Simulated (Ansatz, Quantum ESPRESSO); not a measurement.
# Al (fcc): bulk modulus from a few volumes

How stiff is fcc Al under hydrostatic load? Each row scales the relaxed cell evenly and relaxes the atoms. The phase is followed to these pressures whether or not it stays the stable one.

Calculated with Ansatz 0.2.0, PBEsol, PAW files of the set soft_1, cutoff 600 eV, Fermi–Dirac smearing 0.05 eV, k-mesh 19×19×19, no spin polarisation, no spin-orbit coupling.

Reference cell, relaxed at zero pressure with PBEsol (Fm-3m): a = 2.8389 Å, b = 2.8389 Å, c = 2.8389 Å, α = 60.00°, β = 60.00°, γ = 60.00°.

```csv
atom,x,y,z
Al,0.0000,0.0000,0.0000
```

| V (Å³/atom) | V/V0 | P (GPa) | E − E0 (meV/atom) |
| --- | --- | --- | --- |
| 15.2080 | 0.9400 | 5.774 | 16.4 |
| 15.5316 | 0.9600 | 3.622 | 7.0 |
| 15.8551 | 0.9800 | 1.696 | 1.7 |
| 16.5023 | 1.0200 | −1.573 | 1.6 |
| 16.8259 | 1.0400 | −2.954 | 6.2 |

V0 = 16.1787 Å³ an atom, where the residual pressure P0 is −0.029 GPa. **Question.** Fit the Birch–Murnaghan law and give the pressure and the energy at V = 17.1494 Å³ an atom, a row left out above.

With the Eulerian strain f = ½[(V0/V)^(2/3) − 1] and F = (P − P0)/[3f(1 + 2f)^(5/2)], the third-order law is the line F = B0 + (3/2) B0 (B′ − 4) f.

```csv
f,F (GPa)
0.02106,82.86
0.01379,82.43
0.00678,82.00
−0.00656,81.11
−0.01291,80.66
```

A straight line through the 5 rows: the means are 0.004432 for f and 81.812 for F, Σ(Δx)² = 0.0007911 and ΣΔxΔy = 0.05135, so the slope is 0.05135/0.0007911 = 64.9 and the intercept 81.812 − (64.9)(0.004432) = 81.524.

Hence B0 = 81.5 GPa and B′ = 4 + (64.9)/(1.5 × 81.5) = 4.53. For the withheld volume f = −0.01905, F = 80.29 GPa and P = −4.19 GPa, an extrapolation past the fitted rows. The run itself gives −4.19 GPa, so the estimate misses by 0.00 GPa, a rounding's worth.

Integrating the same law gives E − E0 = (9/2) B0 V0 f²[1 + (B′ − 4) f] + P0(V0 − V), with 1 GPa Å³ = 6.2415 meV: 13.5 meV an atom. The run itself gives 13.5 meV, so the estimate misses by 0.0 meV, a rounding's worth.

The same fit over all rows at other levels or in other programs gives B0 = 82 GPa with PBEsol (Quantum ESPRESSO, PseudoDojo), 81 GPa with PBEsol (Quantum ESPRESSO, GBRV) and 92 GPa with r2SCAN (Ansatz).

The calculation is for a static lattice, while measurements hold thermal and zero-point motion.

[Logs are printed without paths, hosts, clocks, repeated set-up lines and the standing remarks that a program may print on its own settings, such as how far it seeks lower states.]
